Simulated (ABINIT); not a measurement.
```
! title: BN (P6_3/mmc): G0W0 with ABINIT, start to end
! method: RPA screening on PBE, plane waves, norm-conserving pseudopotentials (and 2 further levels or steps)
! program: ABINIT 10.8.3
! settings: cutoff 36 Ha, PseudoDojo scalar-relativistic 0.4.1 standard, norm-conserving, potential set dojo-sr-pbe-0.4.1-standard, ngkpt (6, 6, 2), nband 206, ecuteps 9 Ha, inclvkb 2, shiftk (0, 0, 0), symchi 1, awtr 1, frequency ppm, 6×6×2 k-mesh
! cost: 5 runs, 16 min in all on 8 MPI ranks of Arm Neoverse V1, shared host
! notes: The program’s warnings: nkpt*nsppol () is not a multiple of nproc spkpt (). The cell and positions come from the Crystallography Open Database and are kept as given unless a step says otherwise. Local fields lower the RPA ε∞ on this mesh from 4.55 to 4.23; a Γ-centred mesh this coarse tends to raise both, most where the direct gap is narrow, while a short band sum lowers them. The 6×6×2 mesh is coarse for this cell, which bears on the long-range parts of exchange and screening.
! PBE gap: 4.29 eV, indirect
! G0W0 gap on the mesh: 5.71 eV
! G0W0 gap over the zone (rigid shift): 5.69 eV
! GW settings: 6×6×2 mesh, 206 bands, screening to 244.9 eV, Godby-Needs plasmon pole
! known limits: short of the basis limit; coarse k mesh
CELL_PARAMETERS angstrom
2.50399 0.00000 0.00000
-1.25199 2.16852 0.00000
0.00000 0.00000 6.66120
ATOMIC_POSITIONS crystal
B 0.33333 0.66667 0.25000
B 0.66667 0.33333 0.75000
N 0.33333 0.66667 0.75000
N 0.66667 0.33333 0.25000
```

[Long decimals in the printed logs are rounded to 6 places.]

[Logs are printed without paths, hosts, clocks, repeated set-up lines and the standing remarks that a program may print on its own settings, such as how far it seeks lower states.]

[Paths, hosts, dates, memory and timing lines, banners, echoed tables and standing remarks are left out of the program output; an Ansatz launch command may be rebuilt from the run's recorded settings. Measured values are a selection of at most five: reports struck by readers or far from the other reports are left out. None is set beside runs whose start may be inverted or whose files or cutoffs have a known fault.]

[Runs of the session that timed out or met a known fault of the program may be left out.]

[Hosts, paths, dates, database ids (printed as entryN), source tags and the programs' standing remarks are cut or masked in the printed files.]

[G0W0 gaps are taken among the corrected bands and points alone; a level outside them can change the order at an edge.]

[Where Ansatz stands beside ABINIT at settings called matched, ABINIT's density can come from a denser mesh and the files from another edition; pairs whose starting gaps differed by over 0.03 eV were left out, so agreement reads better than it is.]
